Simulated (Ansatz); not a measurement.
# Ca on Ni(111): change of the work function, part 2 of 4

Wanted: Δφ(θ) for Ca/Ni(111), starting from the fcc site.

Ansatz 0.2.0; plane-wave DFT, PBE, Ansatz PAW.

So far, work function, upper face (eV): step 2 (the clean slab) 5.07.

### Step 3. The covered slab, k-mesh 4×4×1, coverage 0.111 ML

System of this step: Ca/Ni(111). The cell holds 37 atoms: 36 Ni and 1 Ca. Its edges and angles: a = 7.467 Å, b = 7.467 Å, c = 26.798 Å, α = 90.0°, β = 90.0°, γ = 60.0°. Vacuum lies along c.

The clean slab as it ended is repeated in the plane and the adsorbate is set on one face; the cell's size fixes the coverage, and the k-mesh shrinks with it to keep the sampling density about even. Adsorbate and upper layers relax, since the dipole depends on the height.

The input, input.yaml:

```yaml
crystal:
  lattice:
    - [7.4670476093, 0.0, 0.0]
    - [3.7335238046, 6.4666529209, 0.0]
    - [0.0, 0.0, 26.7984795913]
  atoms:
    - { symbol: Ni, position: [0.0, 0.0, 0.3358399483], spin: 0.7 }
    - { symbol: Ni, position: [0.1111111111, 0.1111111111, 0.4116753306], spin: 0.72 }
    - { symbol: Ni, position: [0.2222222222, 0.2222222222, 0.4872585113], spin: 0.72 }
    - { symbol: Ni, position: [0.0, 0.0, 0.5620828667], spin: 0.7 }
    - { symbol: Ni, position: [0.0, 0.3333333333, 0.3358399483], spin: 0.7 }
    - { symbol: Ni, position: [0.1111111111, 0.4444444444, 0.4116753306], spin: 0.72 }
    - { symbol: Ni, position: [0.2222222222, 0.5555555556, 0.4872585113], spin: 0.72 }
    - { symbol: Ni, position: [0.0, 0.3333333333, 0.5620828667], spin: 0.7 }
    - { symbol: Ni, position: [0.0, 0.6666666667, 0.3358399483], spin: 0.7 }
    - { symbol: Ni, position: [0.1111111111, 0.7777777778, 0.4116753306], spin: 0.72 }
    - { symbol: Ni, position: [0.2222222222, 0.8888888889, 0.4872585113], spin: 0.72 }
    - { symbol: Ni, position: [0.0, 0.6666666667, 0.5620828667], spin: 0.7 }
    - { symbol: Ni, position: [0.3333333333, 0.0, 0.3358399483], spin: 0.7 }
    - { symbol: Ni, position: [0.4444444444, 0.1111111111, 0.4116753306], spin: 0.72 }
    - { symbol: Ni, position: [0.5555555556, 0.2222222222, 0.4872585113], spin: 0.72 }
    - { symbol: Ni, position: [0.3333333333, 0.0, 0.5620828667], spin: 0.7 }
    - { symbol: Ni, position: [0.3333333333, 0.3333333333, 0.3358399483], spin: 0.7 }
    - { symbol: Ni, position: [0.4444444444, 0.4444444444, 0.4116753306], spin: 0.72 }
    - { symbol: Ni, position: [0.5555555556, 0.5555555556, 0.4872585113], spin: 0.72 }
    - { symbol: Ni, position: [0.3333333333, 0.3333333333, 0.5620828667], spin: 0.7 }
    - { symbol: Ni, position: [0.3333333333, 0.6666666667, 0.3358399483], spin: 0.7 }
    - { symbol: Ni, position: [0.4444444444, 0.7777777778, 0.4116753306], spin: 0.72 }
    - { symbol: Ni, position: [0.5555555556, 0.8888888889, 0.4872585113], spin: 0.72 }
    - { symbol: Ni, position: [0.3333333333, 0.6666666667, 0.5620828667], spin: 0.7 }
    - { symbol: Ni, position: [0.6666666667, 0.0, 0.3358399483], spin: 0.7 }
    - { symbol: Ni, position: [0.7777777778, 0.1111111111, 0.4116753306], spin: 0.72 }
    - { symbol: Ni, position: [0.8888888889, 0.2222222222, 0.4872585113], spin: 0.72 }
    - { symbol: Ni, position: [0.6666666667, 0.0, 0.5620828667], spin: 0.7 }
    - { symbol: Ni, position: [0.6666666667, 0.3333333333, 0.3358399483], spin: 0.7 }
    - { symbol: Ni, position: [0.7777777778, 0.4444444444, 0.4116753306], spin: 0.72 }
    - { symbol: Ni, position: [0.8888888889, 0.5555555556, 0.4872585113], spin: 0.72 }
    - { symbol: Ni, position: [0.6666666667, 0.3333333333, 0.5620828667], spin: 0.7 }
    - { symbol: Ni, position: [0.6666666667, 0.6666666667, 0.3358399483], spin: 0.7 }
    - { symbol: Ni, position: [0.7777777778, 0.7777777778, 0.4116753306], spin: 0.72 }
    - { symbol: Ni, position: [0.8888888889, 0.8888888889, 0.4872585113], spin: 0.72 }
    - { symbol: Ni, position: [0.6666666667, 0.6666666667, 0.5620828667], spin: 0.7 }
    - { symbol: Ca, position: [0.1111111111, 0.1111111111, 0.6641600517] }
magnetization:
  spin_polarized: true
kpoints:
  mp_grid: { grid: [4, 4, 1] }
hamiltonian:
  xc: pbe
scf:
  occupations: { method: fermi_dirac, width: 0.1 }
  convergence: { dr2_threshold: 1.0e-08 }
efield:
  axis: 3
  dipole_correction: true
  ramp_position: 0.97
  ramp_width: 0.06
relax:
  f_tol: 0.02
  max_steps: 60
  constraints:
    - { sites: [0, 1, 4, 5, 8, 9, 12, 13, 16, 17, 20, 21, 24, 25, 28, 29, 32, 33] }
output:
  write_potential: true
  write_density: true
  volumetric_format: npy
```

The run is started by

```bash
> ansatz run input.yaml --threads 4 --pin off --max-ram 16384MiB --backend cpu --events-out ev --progress --plain --runs-dir out
```

Numbers of over 12 decimals in the logs are rounded to 6 here.

Output:

```text
[...]
Crystal: 37 atoms, lattice volume = 1294.013 Å³
Basis set: ecut = 420 eV, 25409 PW (Γ), exchange–correlation on 100×100×360 points (8 copies of the dense FFT grid, shifted against one another)
Bands: 411, of which v1, the nominal top of the filled ones, is band 329 counted from 1 (328 counted from 0)
Symmetry: 6 space group operations
k-points: 4 of 16 (time reversal used)
[...]
Starting moments: Σ|m| = 25.56 μB on 36 of 37 sites
[...]
SCF iter   1: F=—  HF=-212004.675394 eV  |F-HF|=—  |Δ(HF+E_count)|=         —  Δρ=2.54e-2 (↑1.07e-2 ↓2.54e-2)  dr2=4.12e1  dr2_m=2.10e0  M=26.719 μB ∫|m|=28.147 μB  β_m=1.00  ethr=3.10e-3  p=-0.000 e·Å  D=-2.10e-8 V/Å  ΔV_dip=0.00 eV  dr2_dipole=3.39e0  V_vac-E_F(+/−)=7.17/7.17 eV  ⟨swp⟩=8.4  Hψ=15691  notcnv=0  defer=351
[...]
SCF iter  25: F=-212036.956118 eV  HF=-212036.956118 eV  |F-HF|=2.71e-9  |Δ(HF+E_count)|=   2.33e-9  Δρ=3.35e-7 (↑1.75e-7 ↓3.35e-7)  dr2=5.85e-9  dr2_m=1.91e-10  M=23.237 μB ∫|m|=26.965 μB  ethr=1.00e-12  p=0.702 e·Å  D=9.81e-2 V/Å  ΔV_dip=-2.63 eV  dr2_dipole=1.19e-9  V_vac-E_F(+/−)=2.45/5.08 eV  ⟨swp⟩=5.8  Hψ=18455  notcnv=0
SCF 1 converged in 25 iterations: F = -212036.956118 eV  dr2 = 5.85e-9
[...]
relax step   1: F+E_penalty+E_count = -212036.95611800 eV  Δ(F+E_penalty+E_count) = +0.000e0 eV  max|allowed force component| = 1.738e0 eV/Å  Δτ_max = 0.0000 Å  (25 SCF iters, accepted)
[...]
SCF iter  17: F=-212037.284757 eV  HF=-212037.284757 eV  |F-HF|=1.72e-9  |Δ(HF+E_count)|=  2.91e-10  Δρ=2.69e-7 (↑9.00e-8 ↓2.69e-7)  dr2=3.51e-9  dr2_m=1.33e-10  M=22.910 μB ∫|m|=26.644 μB  ethr=1.00e-12  p=0.763 e·Å  D=1.07e-1 V/Å  ΔV_dip=-2.86 eV  dr2_dipole=6.27e-10  V_vac-E_F(+/−)=2.22/5.08 eV  ⟨swp⟩=6.0  Hψ=17826  notcnv=0
SCF 2 converged in 17 iterations: F = -212037.284757 eV  dr2 = 3.51e-9
[...]
relax step   2: F+E_penalty+E_count = -212037.28475734 eV  Δ(F+E_penalty+E_count) = -3.286e-1 eV  max|allowed force component| = 1.430e0 eV/Å  Δτ_max = 0.1968 Å  (17 SCF iters, accepted)
SCF iter   1: F=—  HF=-212037.544795 eV  |F-HF|=—  |Δ(HF+E_count)|=         —  Δρ=2.45e-3 (↑1.71e-3 ↓2.45e-3)  dr2=4.20e-1  dr2_m=3.18e-2  M=22.720 μB ∫|m|=26.491 μB  β_m=1.00  ethr=2.08e-4  p=0.763 e·Å  D=1.07e-1 V/Å  ΔV_dip=-2.86 eV  dr2_dipole=8.61e-2  V_vac-E_F(+/−)=2.23/5.09 eV  ⟨swp⟩=7.2  Hψ=12405  notcnv=0  defer=325
[...]
SCF iter  16: F=-212037.511088 eV  HF=-212037.511088 eV  |F-HF|=3.09e-9  |Δ(HF+E_count)|=   1.14e-9  Δρ=2.80e-7 (↑9.40e-8 ↓2.80e-7)  dr2=3.14e-9  dr2_m=1.17e-10  M=22.667 μB ∫|m|=26.411 μB  ethr=1.00e-12  p=0.790 e·Å  D=1.10e-1 V/Å  ΔV_dip=-2.96 eV  dr2_dipole=4.45e-10  V_vac-E_F(+/−)=2.12/5.08 eV  ⟨swp⟩=6.2  Hψ=17658  notcnv=0
SCF 3 converged in 16 iterations: F = -212037.511088 eV  dr2 = 3.14e-9
[...]
relax step   3: F+E_penalty+E_count = -212037.51108844 eV  Δ(F+E_penalty+E_count) = -2.263e-1 eV  max|allowed force component| = 6.528e-1 eV/Å  Δτ_max = 0.1950 Å  (16 SCF iters, accepted)
[...]
relax step   4: F+E_penalty+E_count = -212037.55346653 eV  Δ(F+E_penalty+E_count) = -4.238e-2 eV  max|allowed force component| = 4.378e-1 eV/Å  Δτ_max = 0.1948 Å  (15 SCF iters, accepted)
[...]
relax step   5: F+E_penalty+E_count = -212037.56600186 eV  Δ(F+E_penalty+E_count) = -1.254e-2 eV  max|allowed force component| = 1.507e-1 eV/Å  Δτ_max = 0.0434 Å  (14 SCF iters, accepted)
SCF iter   1: F=—  HF=-212037.574053 eV  |F-HF|=—  |Δ(HF+E_count)|=         —  Δρ=5.69e-4 (↑3.48e-4 ↓5.69e-4)  dr2=8.96e-3  dr2_m=8.70e-4  M=22.576 μB ∫|m|=26.307 μB  β_m=1.00  ethr=4.25e-5  p=0.767 e·Å  D=1.07e-1 V/Å  ΔV_dip=-2.87 eV  dr2_dipole=5.97e-5  V_vac-E_F(+/−)=2.20/5.08 eV  ⟨swp⟩=3.5  Hψ=5752  notcnv=0  defer=358
[...]
SCF iter  12: F=-212037.571812 eV  HF=-212037.571812 eV  |F-HF|=2.62e-9  |Δ(HF+E_count)|=  7.28e-10  Δρ=6.08e-7 (↑2.15e-7 ↓6.08e-7)  dr2=5.94e-9  dr2_m=6.14e-10  M=22.574 μB ∫|m|=26.305 μB  ethr=1.00e-12  p=0.769 e·Å  D=1.08e-1 V/Å  ΔV_dip=-2.88 eV  dr2_dipole=3.63e-10  V_vac-E_F(+/−)=2.19/5.08 eV  ⟨swp⟩=6.0  Hψ=20616  notcnv=0
SCF 6 converged in 12 iterations: F = -212037.571812 eV  dr2 = 5.94e-9
relax step   6: F+E_penalty+E_count = -212037.57181151 eV  Δ(F+E_penalty+E_count) = -5.810e-3 eV  max|allowed force component| = 8.871e-3 eV/Å  Δτ_max = 0.0202 Å  (12 SCF iters, accepted)
NSCF: frozen V_eff on 4 k-points
[...]
SCF converged after 12 iterations
Magnetization: 22.5739 μB (340.2870 up, 317.7130 down)
Absolute magnetization: 26.3327 μB (∫|ρ↑−ρ↓|, with the PAW one-centre terms)
[...]
Per-site moments (μB) at R_I (Å): [(0.701269, 1.026719), (0.712844, 1.021683), (0.682987, 1.014373), (0.462028, 1.007363), (0.701269, 1.026719), (0.710127, 1.019604), (0.697580, 1.020724), (0.462028, 1.007363), (0.703673, 1.026719), (0.710127, 1.019604), (0.682987, 1.014373), (0.659396, 1.019698), (0.701269, 1.026719), (0.710127, 1.019604), (0.697580, 1.020724), (0.462028, 1.007363), (0.694430, 1.026719), (0.713675,  [...]
Free energy (F): -212037.571812 eV
[...]
Internal energy: -212035.463060 eV  (E = F + TS)
E sigma→0 (E₀):  -212036.517436 eV
Entropy (-TS):   -2.108751 eV (-56.993 meV/atom)
Fermi energy:    3.273451 eV
Dipole field:    D = 0.107594 V/Å  (p = 0.769419 e·Å, saw-weighted, corrected)
Work function:   Φ+ = 2.1924 eV   Φ− = 5.0758 eV
[...]
--- Forces (eV/Å), atoms counted from 1 ---
  atom   1  Ni     0.00257679     0.00148771     0.15339178
  atom   2  Ni    -0.00000000    -0.00000000    -0.14813387
  atom   3  Ni     0.00027514     0.00015885     0.00194308
  atom   4  Ni    -0.00768282    -0.00443568     0.00373847
  atom   5  Ni     0.00000000    -0.00297542     0.15339178
  atom   6  Ni     0.02916119     0.03716609    -0.14982125
  atom   7  Ni     0.00000310    -0.00000179    -0.00113601
  atom   8  Ni    -0.00000000     0.00887136     0.00373847
  atom   9  Ni    -0.00540801     0.00312231     0.14976986
  atom  10  Ni    -0.01760619    -0.04383737    -0.14982125
  atom  11  Ni     0.00000000    -0.00031770     0.00194308
  atom  12  Ni    -0.00068212     0.00039382    -0.00213541
  atom  13  Ni    -0.00257679     0.00148771     0.15339178
  atom  14  Ni     0.04676737     0.00667128    -0.14982125
  atom  15  Ni    -0.00000000     0.00000358    -0.00113601
  atom  16  Ni     0.00768282    -0.00443568     0.00373847
  atom  17  Ni     0.00128140     0.00073982     0.15336174
  atom  18  Ni    -0.00000000     0.00000000    -0.05162147
  atom  19  Ni    -0.00000310    -0.00000179    -0.00113601
  atom  20  Ni    -0.00060615    -0.00034996    -0.00403961
  atom  21  Ni     0.00000000    -0.00147963     0.15336174
  atom  22  Ni     0.01760619    -0.04383737    -0.14982125
  atom  23  Ni    -0.00294276     0.00169900     0.00287303
  atom  24  Ni    -0.00000000     0.00069992    -0.00403961
  atom  25  Ni     0.00000000    -0.00624463     0.14976986
  atom  26  Ni    -0.04676737     0.00667128    -0.14982125
  atom  27  Ni    -0.00027514     0.00015885     0.00194308
  atom  28  Ni     0.00000000    -0.00078764    -0.00213541
  atom  29  Ni    -0.00128140     0.00073982     0.15336174
  atom  30  Ni    -0.02916119     0.03716609    -0.14982125
  atom  31  Ni     0.00000000    -0.00339800     0.00287303
  atom  32  Ni     0.00060615    -0.00034996    -0.00403961
  atom  33  Ni     0.00540801     0.00312231     0.14976986
  atom  34  Ni    -0.00000000    -0.00000000    -0.27647118
  atom  35  Ni     0.00294276     0.00169900     0.00287303
  atom  36  Ni     0.00068212     0.00039382    -0.00213541
  atom  37  Ca     0.00000000     0.00000000     0.00187412
  max |Σ_I F_I| component: 2.09e-5 eV/Å
--- Band table (eV; the first three rows and the last of 8) ---
  k-point 0 ↑: bands = [... 325 lower, 2.5118, 2.5153, 2.5153, 2.5173, 2.5173, 2.5289, 2.5425, 2.5425, ... 78 higher]
  k-point 1 ↑: bands = [... 325 lower, 2.6021, 2.6162, 2.6175, 2.6504, 2.6508, 2.6632, 2.6700, 2.6833, ... 78 higher]
  k-point 2 ↑: bands = [... 325 lower, 2.6577, 2.6588, 2.6672, 2.6683, 2.6738, 2.6922, 2.7295, 2.7382, ... 78 higher]
  k-point 3 ↓: bands = [... 325 lower, 3.4076, 3.4599, 3.4854, 3.4928, 3.5072, 3.5119, 3.5394, 3.5482, ... 78 higher]
--- Relaxed structure (6 steps of the walk, 6 accepted, 0 SCFs on fresh bases) ---
  F+E_penalty+E_count = -212037.57181151 eV   max|allowed force component| = 8.871e-3 eV/Å
  atoms:
    - { symbol: Ni, position: [1.1111113280699722e-11, 1.111111328069972e-11, 0.335840] }
    - { symbol: Ni, position: [0.111111, 0.111111, 0.411675] }
    - { symbol: Ni, position: [0.222669, 0.222669, 0.486798] }
    - { symbol: Ni, position: [-0.00158819, -0.00158819, 0.560903] }
    - { symbol: Ni, position: [1.1111112030448567e-11, 0.333333, 0.335840] }
    - { symbol: Ni, position: [0.111111, 0.444444, 0.411675] }
    - { symbol: Ni, position: [0.222416, 0.555459, 0.488099] }
    - { symbol: Ni, position: [-0.00158819, 0.336510, 0.560903] }
    - { symbol: Ni, position: [-2.2222224060897133e-11, 0.666667, 0.335840] }
    - { symbol: Ni, position: [0.111111, 0.777778, 0.411675] }
    - { symbol: Ni, position: [0.222669, 0.887994, 0.486798] }
    - { symbol: Ni, position: [-0.000318246, 0.666826, 0.563181] }
    - { symbol: Ni, position: [0.333333, 1.1111113280699718e-11, 0.335840] }
    - { symbol: Ni, position: [0.444444, 0.111111, 0.411675] }
    - { symbol: Ni, position: [0.555459, 0.222416, 0.488099] }
    - { symbol: Ni, position: [0.336510, -0.00158819, 0.560903] }
    - { symbol: Ni, position: [0.333333, 0.333333, 0.335840] }
    - { symbol: Ni, position: [0.444444, 0.444444, 0.411675] }
    - { symbol: Ni, position: [0.555459, 0.555459, 0.488099] }
    - { symbol: Ni, position: [0.332627, 0.332627, 0.563677] }
    - { symbol: Ni, position: [0.333333, 0.666667, 0.335840] }
    - { symbol: Ni, position: [0.444444, 0.777778, 0.411675] }
    - { symbol: Ni, position: [0.557484, 0.887925, 0.487005] }
    - { symbol: Ni, position: [0.332627, 0.668079, 0.563677] }
    - { symbol: Ni, position: [0.666667, -2.22222043069289e-11, 0.335840] }
    - { symbol: Ni, position: [0.777778, 0.111111, 0.411675] }
    - { symbol: Ni, position: [0.887994, 0.222669, 0.486798] }
    - { symbol: Ni, position: [0.666826, -0.000318246, 0.563181] }
    - { symbol: Ni, position: [0.666667, 0.333333, 0.335840] }
    - { symbol: Ni, position: [0.777778, 0.444444, 0.411675] }
    - { symbol: Ni, position: [0.887925, 0.557484, 0.487005] }
    - { symbol: Ni, position: [0.668079, 0.332627, 0.563677] }
    - { symbol: Ni, position: [0.666667, 0.666667, 0.335840] }
    - { symbol: Ni, position: [0.777778, 0.777778, 0.411675] }
    - { symbol: Ni, position: [0.887925, 0.887925, 0.487005] }
    - { symbol: Ni, position: [0.666826, 0.666826, 0.563181] }
    - { symbol: Ca, position: [0.111111, 0.111111, 0.643489] }
```

Elapsed: 38 min, on 4 threads of Arm Neoverse V1, shared host; peak memory 10 GiB.

Step by step:

```
step  energy less that of the first step (eV)  largest force component (eV/Å)
   1                                   0.0000                          1.7378
   2                                  -0.3286                          1.4301
   3                                  -0.5550                          0.6528
   4                                  -0.5973                          0.4378
   5                                  -0.6099                          0.1507
   6                                  -0.6157                          0.0089
```

Forces are held to the 6 operations that the run works with; a distortion that breaks them can't arise in this run.

The atoms that moved most (Å):

```
atom      dx      dy      dz  length
Ca37   0.000   0.000  -0.554   0.554
Ni32   0.008  -0.005   0.043   0.044
Ni20  -0.008  -0.005   0.043   0.044
Ni24   0.000   0.009   0.043   0.044
Ni16   0.018  -0.010  -0.032   0.038
 Ni4  -0.018  -0.010  -0.032   0.038
 Ni8   0.000   0.021  -0.032   0.038
Ni12  -0.002   0.001   0.029   0.029
```

The relaxed structure:

```
Ni Ca
1.0
     7.46705    0.00000    0.00000
     3.73352    6.46665    0.00000
     0.00000    0.00000   26.79848
Ni Ca
36 1
Direct
  0.00000 0.00000 0.33584
  0.11111 0.11111 0.41168
  0.22267 0.22267 0.48680
  0.99841 0.99841 0.56090
  0.00000 0.33333 0.33584
  0.11111 0.44444 0.41168
  0.22242 0.55546 0.48810
  0.99841 0.33651 0.56090
  0.00000 0.66667 0.33584
  0.11111 0.77778 0.41168
  0.22267 0.88799 0.48680
  0.99968 0.66683 0.56318
  0.33333 0.00000 0.33584
  0.44444 0.11111 0.41168
  0.55546 0.22242 0.48810
  0.33651 0.99841 0.56090
  0.33333 0.33333 0.33584
  0.44444 0.44444 0.41168
  0.55546 0.55546 0.48810
  0.33263 0.33263 0.56368
  0.33333 0.66667 0.33584
  0.44444 0.77778 0.41168
  0.55748 0.88792 0.48700
  0.33263 0.66808 0.56368
  0.66667 0.00000 0.33584
  0.77778 0.11111 0.41168
  0.88799 0.22267 0.48680
  0.66683 0.99968 0.56318
  0.66667 0.33333 0.33584
  0.77778 0.44444 0.41168
  0.88792 0.55748 0.48700
  0.66808 0.33263 0.56368
  0.66667 0.66667 0.33584
  0.77778 0.77778 0.41168
  0.88792 0.88792 0.48700
  0.66683 0.66683 0.56318
  0.11111 0.11111 0.64349
```

Numbers from this step:

- energy at zero smearing: -212036.5174 eV
- total moment: 22.57 μB
- work function, upper face: 2.192 eV
- work function, lower face: 5.076 eV
- dipole along the normal: 0.7694 e·Å
- step between the vacuum levels: -2.883 eV

Running mean over 2.032 Å of the planar mean; the ramp of the sawtooth is left out. Electron's electrostatic potential energy less the Fermi level against z:

z (Å), electron's electrostatic potential energy less the Fermi level (eV) and a bar from the least value:
```
      3.5        5.1 ##############################
      4.0        5.1 ##############################
      4.5        5.1 ##############################
      5.0        5.1 ##############################
      5.5        5.1 ##############################
      6.0        5.0 ##############################
      6.5        4.9 ##############################
      7.0        4.4 #############################
      7.5        2.2 #########################
      8.0       -3.2 ##############
      8.5       -8.4 ####
      9.0      -10.0 #
      9.5      -10.3 
     10.0      -10.3 
     10.5      -10.3 
     11.0      -10.4 
     11.5      -10.4 
     12.0      -10.5 
     12.5      -10.4 
     13.0      -10.4 
     13.5      -10.4 
     14.0      -10.5 
     14.5      -10.4 
     15.0      -10.1 #
     15.5       -9.1 ###
     16.0       -5.1 ##########
     16.5       -0.5 ###################
     17.0        1.1 ######################
     17.5        1.1 ######################
     18.0        1.2 #######################
     18.5        1.6 #######################
     19.0        2.0 ########################
     19.5        2.1 ########################
     20.0        2.2 ########################
     20.5        2.2 ########################
     21.0        2.2 ########################
     21.5        2.2 ########################
     22.0        2.2 ########################
     22.5        2.2 ########################
     23.0        2.2 ########################
     23.5        2.2 ########################
```

Site moment by element, in μB:

```
element  atoms    mean  spread (r.m.s.)   least  largest
     Ni     36   0.672            0.067   0.462    0.720
     Ca      1  -0.036            0.000  -0.036   -0.036
```

The atoms farthest from the mean of their element:

```
atom          x, y, z (Å)  site moment (μB)
Ni16   2.51, -0.01, 15.03             0.462
 Ni4  -0.02, -0.01, 15.03             0.462
 Ni8    1.24, 2.18, 15.03             0.462
Ni34    8.71, 5.03, 11.03             0.720
Ni18    4.98, 2.87, 11.03             0.714
 Ni2    1.24, 0.72, 11.03             0.713
Ni30    7.47, 2.87, 11.03             0.710
 Ni6    2.49, 2.87, 11.03             0.710
```

The relaxation took 6 steps and lowered the energy by 0.62 eV; the largest force on the free atoms ends at 0.0089 eV/Å.

The covered face has 2.19 eV, -2.88 eV against the clean one; the bare back face has moved by -0.01 eV, a measure of how thin the slab is.

(Part 2 of 4 ends here.)

[Logs are printed without paths, hosts, clocks, repeated set-up lines and the standing remarks that a program may print on its own settings, such as how far it seeks lower states.]

[Hosts, paths, dates, database ids (printed as entryN), source tags and the programs' standing remarks are cut or masked in the printed files.]

[Maps of the electrostatic potential energy from Ansatz leave out the sawtooth potential of an applied field or a dipole correction, so their vacuum need not be flat; planar profiles and work functions include it.]
